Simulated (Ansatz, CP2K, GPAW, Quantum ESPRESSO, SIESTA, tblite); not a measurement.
# Running twisted graphene monolayer on bilayer, 77.90° (186 atoms) with CP2K

Wanted: CP2K inputs and outputs for twisted graphene monolayer on bilayer, 77.90° (186 atoms), checked against a plane-wave reference.

Main program and level: CP2K 2026.2; the method is named at each step.

## 1. Set-up

The cell holds 186 atoms: 186 C. Its edges and angles: a = 13.697 Å, b = 13.697 Å, c = 20.690 Å, α = 90.0°, β = 90.0°, γ = 120.0°. It derives from C (graphene). Graphene (a = 2.46 Å) under graphene (a = 2.46 Å), monolayer on bilayer, commensurate cell of 31 unit cells a layer, twist 77.90 deg; facing planes 3.32, 3.37 Å apart as built; 14 Å of vacuum; minimised with a classical potential. Then every atom was moved at random, 0.03 Å r.m.s. a Cartesian component. Regions: layer 1, 62 atoms (62 C); layer 2, 62 atoms (62 C); layer 3, 62 atoms (62 C). Vacuum lies along c.

The yardstick, on the same geometry:

| Item | Value |
| --- | --- |
| method | Kohn-Sham DFT, PBE, SSSP efficiency 1.3.0 pseudopotentials, plane waves (Quantum ESPRESSO 7.5); sssp-pbe-1.3.0-efficiency, cutoffs 45/360 Ry, Γ point |
| r.m.s. force component | 1.866 eV/Å |
| longest force | 11.4 eV/Å |
| time | 18 min on 4 MPI ranks of Arm Neoverse V1, shared host |
| CPU time | 72 min |

## 2. PBE, DZVP-MOLOPT-SR, 450/50 Ry, diagonalisation

Method: Kohn-Sham DFT, PBE, GTH-PBE pseudopotentials, Gaussian and plane waves, DZVP-MOLOPT-SR-GTH, diagonalisation.

Input file input.inp:

```
&GLOBAL
  PROJECT cell
  RUN_TYPE ENERGY_FORCE
  PRINT_LEVEL LOW
&END GLOBAL
&FORCE_EVAL
  METHOD QS
  &DFT
    BASIS_SET_FILE_NAME BASIS_MOLOPT
    POTENTIAL_FILE_NAME GTH_POTENTIALS
    &MGRID
      CUTOFF 450
      REL_CUTOFF 50
    &END MGRID
    &QS
      EPS_DEFAULT 1.0E-12
    &END QS
    &SCF
      SCF_GUESS ATOMIC
      EPS_SCF 5.0E-06
      MAX_SCF 200
      ADDED_MOS 83
      &DIAGONALIZATION
        ALGORITHM STANDARD
      &END DIAGONALIZATION
      &SMEAR ON
        METHOD FERMI_DIRAC
        ELECTRONIC_TEMPERATURE [K] 580
      &END SMEAR
      &MIXING
        METHOD BROYDEN_MIXING
        ALPHA 0.2
        NBROYDEN 12
        BETA 0.05
      &END MIXING
      &PRINT
        &RESTART OFF
        &END RESTART
      &END PRINT
    &END SCF
    &XC
      &XC_FUNCTIONAL PBE
      &END XC_FUNCTIONAL
    &END XC
    &PRINT
      &MULLIKEN ON
      &END MULLIKEN
      &HIRSHFELD ON
        SHAPE_FUNCTION DENSITY
      &END HIRSHFELD
      &MO ON
        EIGENVALUES T
        OCCUPATION_NUMBERS T
        MO_INDEX_RANGE 361 384
        &EACH
          QS_SCF 0
        &END EACH
        ADD_LAST NUMERIC
      &END MO
    &END PRINT
  &END DFT
  &SUBSYS
    &CELL
      A 13.69670 0.00000 0.00000
      B -6.84835 11.86169 0.00000
      C 0.00000 0.00000 20.69000
    &END CELL
    &COORD
      C 0.23476 1.36979 6.96943
      C 1.28585 0.50460 6.95639
      C -0.65778 3.73109 6.95681
      C 0.40659 2.79402 6.95887
      C -1.50314 5.97699 6.93777
      C -0.49746 5.05427 6.93549
      C -2.41069 8.28812 7.01681
      C -1.36426 7.40798 6.97729
      C -3.30289 10.56319 7.00750
      C -2.16278 9.73952 6.96756
      C 2.58354 1.04917 6.94584
      C 3.70996 0.09335 6.94543
      C 1.77749 3.32685 6.92412
      C 2.83042 2.41148 6.91253
      C 0.81625 5.58460 6.95432
      C 1.97541 4.74978 6.95329
      C 0.02486 7.90641 6.97687
      C 1.13443 7.02675 6.95618
      C -0.85947 10.15954 7.01225
      C 0.26099 9.31344 6.90549
      C 5.09079 0.65571 6.91584
      C -0.68648 11.59172 6.97646
      C 4.21400 2.95083 6.93218
      C 5.34527 1.99253 6.93322
      C 3.25577 5.17585 6.89432
      C 4.46280 4.35443 6.95929
      C 2.48136 7.53680 6.92225
      C 3.57443 6.63235 6.97832
      C 1.53293 9.81531 6.99053
      C 2.61381 8.93695 7.01598
      C 7.52106 0.23830 6.98246
      C 1.80057 11.20906 6.96819
      C 6.62735 2.50626 6.95267
      C 7.74761 1.65743 6.95205
      C 5.73001 4.91525 6.94336
      C 6.86602 3.92219 6.97853
      C 4.89205 7.09543 6.96177
      C 6.00635 6.22798 6.96115
      C 3.96170 9.45816 6.98701
      C 5.11729 8.53650 6.96446
      C 3.08950 11.72564 6.91812
      C 4.16126 10.83340 6.99301
      C 9.11659 2.17484 6.93343
      C 10.15104 1.23623 6.91480
      C 8.16234 4.48858 6.95660
      C 9.22815 3.59267 6.95887
      C 7.27733 6.75760 6.99819
      C 8.38676 5.89146 6.97460
      C 6.40074 9.03908 6.97108
      C 7.51867 8.13688 6.92453
      C 5.54600 11.35365 6.99032
      C 6.65324 10.48751 6.92515
      C 11.49139 1.78898 6.97460
      C 12.54748 0.87077 6.96053
      C 10.58762 4.05041 6.95287
      C 11.68068 3.20455 6.94667
[... 126 atom lines left out ...]
      C -2.07300 4.67327 13.71726
      C -1.72667 3.31404 13.72326
      C -0.47822 2.84242 13.72140
      C -0.25750 1.42150 13.74664
    &END COORD
    &KIND C
      BASIS_SET DZVP-MOLOPT-SR-GTH-q4
      POTENTIAL GTH-PBE-q4
    &END KIND
  &END SUBSYS
  &PRINT
    &FORCES ON
    &END FORCES
  &END PRINT
&END FORCE_EVAL
```

Started as:

```sh
$ OMP_NUM_THREADS=1 mpirun -np 4 cp2k.psmp -i input.inp > output.txt
```

Numbers of over 12 decimals in the logs are rounded to 6 here.

What it wrote:

```text
CP2K| version string:                                       CP2K version 2026.2
 CP2K| Input file name                                                 input.inp
 GLOBAL| Basis set file name                                        BASIS_MOLOPT
 GLOBAL| Potential file name                                      GTH_POTENTIALS
 GLOBAL| Run type                                                   ENERGY_FORCE
 GLOBAL| Total number of message passing processes                             4
 GLOBAL| Number of threads for this process                                    1
 TOTAL NUMBERS AND MAXIMUM NUMBERS
  Total number of            - Atomic kinds:                                   1
                             - Atoms:                                        186
                             - Shell sets:                                   186
                             - Shells:                                       930
                             - Primitive Cartesian functions:                930
                             - Cartesian basis functions:                   2604
                             - Spherical basis functions:                   2418
  Maximum angular momentum of- Orbital basis functions:                        2
                             - Local part of the GTH pseudopotential:          2
                             - Non-local part of the GTH pseudopotential:      0
 SCF PARAMETERS         Density guess:                                    ATOMIC
                        max_scf:                                             200
                        eps_scf:                                        5.00E-06
                        added MOs                                        83    0
                        Mixing method:                            BROYDEN_MIXING
                                                charge density mixing in g-space
                        Smear method:                                FERMI_DIRAC
                        Electronic temperature [K]:                        580.0
                        Electronic temperature [a.u.]:                  1.84E-03
                        Accuracy threshold:                             1.00E-10
 Extrapolation method: initial_guess
 Number of electrons:                                                        744
 Number of occupied orbitals:                                                372
 Number of molecular orbitals:                                               455
 Number of orbital functions:                                               2418
 Number of independent orbital functions:                                   2418
 SCF WAVEFUNCTION OPTIMIZATION
  Step     Update method      Time    Convergence         Total energy    Change
     1 NoMix/Diag. 0.20E+00    8.8     0.92688153     -1052.5919614808 -1.05E+03
     2 Broy./Diag. 0.20E+00   12.8     0.02728935     -1015.7911460478  3.68E+01
     3 Broy./Diag. 0.20E+00   12.8     0.05417343     -1051.8768749435 -3.61E+01
     4 Broy./Diag. 0.20E+00   12.7     0.01575673     -1065.1726882120 -1.33E+01
[...]
13 Broy./Diag. 0.20E+00   12.8     0.00000686     -1059.0426317123 -6.38E-04
    14 Broy./Diag. 0.20E+00   12.9     0.00000186     -1059.0428215436 -1.90E-04
  *** SCF run converged in    14 steps ***
  Electronic density on regular grids:       -743.9999999997        0.0000000003
  Core density on regular grids:              743.9999999994       -0.0000000006
  Total charge density on r-space grids:       -0.0000000004
  Total charge density g-space grids:          -0.0000000004
  Overlap energy of the core charge distribution:               5.46152e-05
  Self energy of the core charge distribution:              -2480.311474
  Core Hamiltonian energy:                                    780.606252
  Hartree energy:                                             966.927993
  Exchange-correlation energy:                               -326.265646
  Electronic entropic energy:                                  -6.5e-13
  Fermi energy:                                                 0.016189
  Total energy:                                             -1059.042822
  Total energy (extrapolated to T->0):                      -1059.042822
 MO| EIGENVALUES AND OCCUPATION NUMBERS
 MO|
 MO|  Index      Eigenvalue [a.u.]        Eigenvalue [eV]             Occupation
 MO|    361              -0.052364              -1.424904               2.000000
 MO|    362              -0.050347              -1.370014               2.000000
 MO|    363              -0.048933              -1.331526               2.000000
[...]
MO|    383               0.077826               2.117742               0.000000
 MO|    384               0.079670               2.167940               0.000000
 MO| Sum:                                                             744.000000
 MO| E(Fermi):            0.016189 a.u.          0.440517 eV
 !-----------------------------------------------------------------------------!
                     Mulliken Population Analysis
 #  Atom  Element  Kind  Atomic population                           Net charge
       1     C        1          3.998352                              0.001648
       2     C        1          4.002913                             -0.002913
       3     C        1          4.006278                             -0.006278
[...]
185     C        1          4.006279                             -0.006279
     186     C        1          3.995882                              0.004118
 # Total charge                            744.000000                  0.000000
 !-----------------------------------------------------------------------------!
 !-----------------------------------------------------------------------------!
                           Hirshfeld Charges
  #Atom  Element  Kind  Ref Charge     Population                    Net charge
      1       C      1       4.000          3.999                         0.001
      2       C      1       4.000          4.006                        -0.006
      3       C      1       4.000          4.001                        -0.001
[...]
185       C      1       4.000          4.001                        -0.001
    186       C      1       4.000          3.996                         0.004
  Total Charge                                                           -0.000
 !-----------------------------------------------------------------------------!
 ENERGY| Total FORCE_EVAL ( QS ) energy [hartree]          -1059.042899
 FORCES| Atomic forces [hartree/bohr]
 FORCES|   Atom     x               y               z               |f|
 FORCES|      1 -7.24785979E-02  3.48010953E-02 -3.65119890E-03   8.04835054E-02
 FORCES|      2  3.90135783E-02 -1.01848053E-04  3.26385043E-04   3.90150764E-02
 FORCES|      3 -4.56604626E-02 -9.19795672E-02 -2.47599864E-03   1.02719274E-01
[...]
FORCES|    185  1.05331062E-01 -2.03469186E-02 -1.58558402E-03   1.07289999E-01
 FORCES|    186  1.03107706E-02 -6.50006602E-03 -9.47460968E-03   1.54379751E-02
 FORCES| Sum    -5.47569712E-05  2.66924565E-05 -1.69427821E-04
 FORCES| Total atomic force                                       1.80046105E-04
```

Run time: 3.3 min. Hardware: 4 MPI ranks of Arm Neoverse V1, shared host; peak memory 8.8 GiB; 13 min of CPU time.

Banners, paths, timers and routine set-up lines are dropped from the logs unmarked, and long logs keep their key lines alone; longer cuts are marked.

Against the reference:

* r.m.s. force component: 1.892 eV/Å
* r.m.s. difference of force components: 31.53 meV/Å
* longest difference of force vectors: 124.4 meV/Å
* force difference over r.m.s. force: 1.69 %
* slope of forces against the reference's: 1.014
* correlation of force components: 1

The surroundings of C129, which bears the longest force, nearest first, numbered as they follow in the input and with coordinates relative to it.

| atom | x | y | z | distance (Å) | bonds | Hirshfeld charge (e) | Fx | Fy | Fz (eV/Å) |
| --- | --- | --- | --- | --- | --- | --- | --- | --- | --- |
| C129 | 0.00 | 0.00 | 0.00 | 0.00 | 3 | -0.01 | -9.29 | -6.82 | -0.13 |
| C168 | 0.94 | 0.83 | -0.02 | 1.26 | 3 | -0.01 | 9.57 | 4.68 | 0.09 |
| C130 | 0.14 | -1.45 | -0.03 | 1.46 | 3 | 0.01 | 1.07 | 1.16 | 0.67 |
| C158 | -1.41 | 0.46 | 0.01 | 1.49 | 3 | 0.01 | 0.64 | 0.10 | 0.13 |
| C167 | 0.78 | 2.24 | -0.02 | 2.37 | 3 | 0.01 | -0.55 | 0.92 | 0.15 |
| C135 | 2.37 | 0.31 | -0.01 | 2.39 | 3 | 0.01 | -1.36 | 1.23 | -0.10 |
| C133 | 1.49 | -1.96 | 0.03 | 2.46 | 3 | 0.00 | -1.83 | 0.37 | -0.36 |
| C157 | -1.61 | 1.86 | 0.02 | 2.46 | 3 | -0.01 | -3.59 | -0.54 | -0.44 |
| C127 | -1.00 | -2.31 | 0.00 | 2.52 | 3 | 0.00 | 3.58 | -1.91 | -0.15 |
| C125 | -2.55 | -0.41 | 0.00 | 2.58 | 3 | 0.00 | 1.71 | -1.44 | 0.23 |

Forces lie 1.7 % from the reference's, at 0.18 times its CPU time.

## 3. GFN1-xTB, diagonalisation

Method: GFN1-xTB tight binding (the program's own implementation), diagonalisation.

Input file input.inp:

```
&GLOBAL
  PROJECT cell
  RUN_TYPE ENERGY_FORCE
  PRINT_LEVEL LOW
&END GLOBAL
&FORCE_EVAL
  METHOD QS
  &DFT
    &QS
      METHOD XTB
      &XTB
        GFN_TYPE 1
        DO_EWALD T
        CHECK_ATOMIC_CHARGES F
      &END XTB
    &END QS
    &SCF
      SCF_GUESS ATOMIC
      EPS_SCF 1.0E-06
      MAX_SCF 200
      ADDED_MOS 139
      &DIAGONALIZATION
        ALGORITHM STANDARD
      &END DIAGONALIZATION
      &SMEAR ON
        METHOD FERMI_DIRAC
        ELECTRONIC_TEMPERATURE [K] 580
      &END SMEAR
      &MIXING
        METHOD BROYDEN_MIXING
        ALPHA 0.15
        NBROYDEN 8
      &END MIXING
      &PRINT
        &RESTART OFF
        &END RESTART
      &END PRINT
    &END SCF
    &PRINT
      &MULLIKEN ON
      &END MULLIKEN
    &END PRINT
  &END DFT
  &SUBSYS
    &CELL
      A 13.69670 0.00000 0.00000
      B -6.84835 11.86169 0.00000
      C 0.00000 0.00000 20.69000
    &END CELL
    &TOPOLOGY
      COORD_FILE_NAME structure.xyz
      COORD_FILE_FORMAT XYZ
    &END TOPOLOGY
  &END SUBSYS
  &PRINT
    &FORCES ON
    &END FORCES
  &END PRINT
&END FORCE_EVAL
```

Input file structure.xyz:

```xyz
186

C 0.23476 1.36979 6.96943
C 1.28585 0.50460 6.95639
C -0.65778 3.73109 6.95681
C 0.40659 2.79402 6.95887
C -1.50314 5.97699 6.93777
C -0.49746 5.05427 6.93549
C -2.41069 8.28812 7.01681
C -1.36426 7.40798 6.97729
C -3.30289 10.56319 7.00750
C -2.16278 9.73952 6.96756
C 2.58354 1.04917 6.94584
C 3.70996 0.09335 6.94543
C 1.77749 3.32685 6.92412
C 2.83042 2.41148 6.91253
C 0.81625 5.58460 6.95432
C 1.97541 4.74978 6.95329
C 0.02486 7.90641 6.97687
C 1.13443 7.02675 6.95618
C -0.85947 10.15954 7.01225
C 0.26099 9.31344 6.90549
[... 162 atom lines left out ...]
C -2.07300 4.67327 13.71726
C -1.72667 3.31404 13.72326
C -0.47822 2.84242 13.72140
C -0.25750 1.42150 13.74664
```

Started as:

```sh
$ OMP_NUM_THREADS=2 cp2k.psmp -i input.inp > output.txt
```

What it wrote:

```text
CP2K| version string:                                       CP2K version 2026.2
 CP2K| Input file name                                                 input.inp
 GLOBAL| Basis set file name                                           BASIS_SET
 GLOBAL| Potential file name                                           POTENTIAL
 GLOBAL| Run type                                                   ENERGY_FORCE
 GLOBAL| Total number of message passing processes                             1
 GLOBAL| Number of threads for this process                                    2
[... lines left out ...]
                        Smear method:                                FERMI_DIRAC
[... lines left out ...]
 Number of electrons:                                                        744
[... lines left out ...]
  Step     Update method      Time    Convergence         Total energy    Change
[... lines left out ...]
  *** SCF run converged in    28 steps ***
[... lines left out ...]
  Fermi energy:                                                -0.376787
  Total energy:                                              -395.288240
  Total energy (extrapolated to T->0):                       -395.288240
 MULLIKEN POPULATION ANALYSIS
  # Atom   Element   Kind        Atomic population                    Net charge
       1     C          1                 4.001562                     -0.001562
       2     C          1                 3.991357                      0.008643
       3     C          1                 3.994425                      0.005575
[...]
185     C          1                 3.998548                      0.001452
     186     C          1                 4.004549                     -0.004549
 # Total charge                         744.000000                      0.000000
 ENERGY| Total FORCE_EVAL ( QS ) energy [hartree]           -395.288240
 FORCES| Atomic forces [hartree/bohr]
 FORCES|   Atom     x               y               z               |f|
 FORCES|      1 -6.65602204E-02  3.55714829E-02 -2.14999817E-03   7.54997737E-02
 FORCES|      2  3.48329872E-02 -8.94979647E-04  9.11823572E-04   3.48564113E-02
 FORCES|      3 -4.00144183E-02 -9.12738267E-02 -1.00797908E-03   9.96648440E-02
[...]
FORCES|    185  1.03431437E-01 -2.11719028E-02 -2.93274718E-03   1.05616820E-01
 FORCES|    186  1.09584121E-02 -4.22616108E-03 -9.64423585E-03   1.51973194E-02
 FORCES| Sum    -7.83748066E-15 -1.82579646E-15 -9.37964983E-15
 FORCES| Total atomic force                                       1.23587000E-14
```

The job ended after 9.8 s (2 threads; peak memory 0.3 GiB).

Compared with the plane-wave run:

```yaml
r_m_s_force_component: 1.79 eV/Å
r_m_s_difference_of_force_components: 120.3 meV/Å
longest_difference_of_force_vectors: 408.8 meV/Å
force_difference_over_r_m_s_force: 6.447 %
slope_of_forces_against_the_reference_s: 0.9582
correlation_of_force_components: 0.9987
```

Against the first run (1.7 %), the force difference from the reference is 6.4 %, at 0.016 times the CPU time (on 2 against 4 cores) (28 SCF steps against 14); the model has changed, so this is no error of the program alone.

(Continued in part 2 of 2.)

[Also dropped from logs without a mark: logging warnings of Python, and SIESTA's first energy breakdown and zero terms.]

[Logs are printed without paths, hosts, clocks, repeated set-up lines and the standing remarks that a program may print on its own settings, such as how far it seeks lower states.]

[Hosts, paths, dates, database ids (printed as entryN), source tags and the programs' standing remarks are cut or masked in the printed files.]
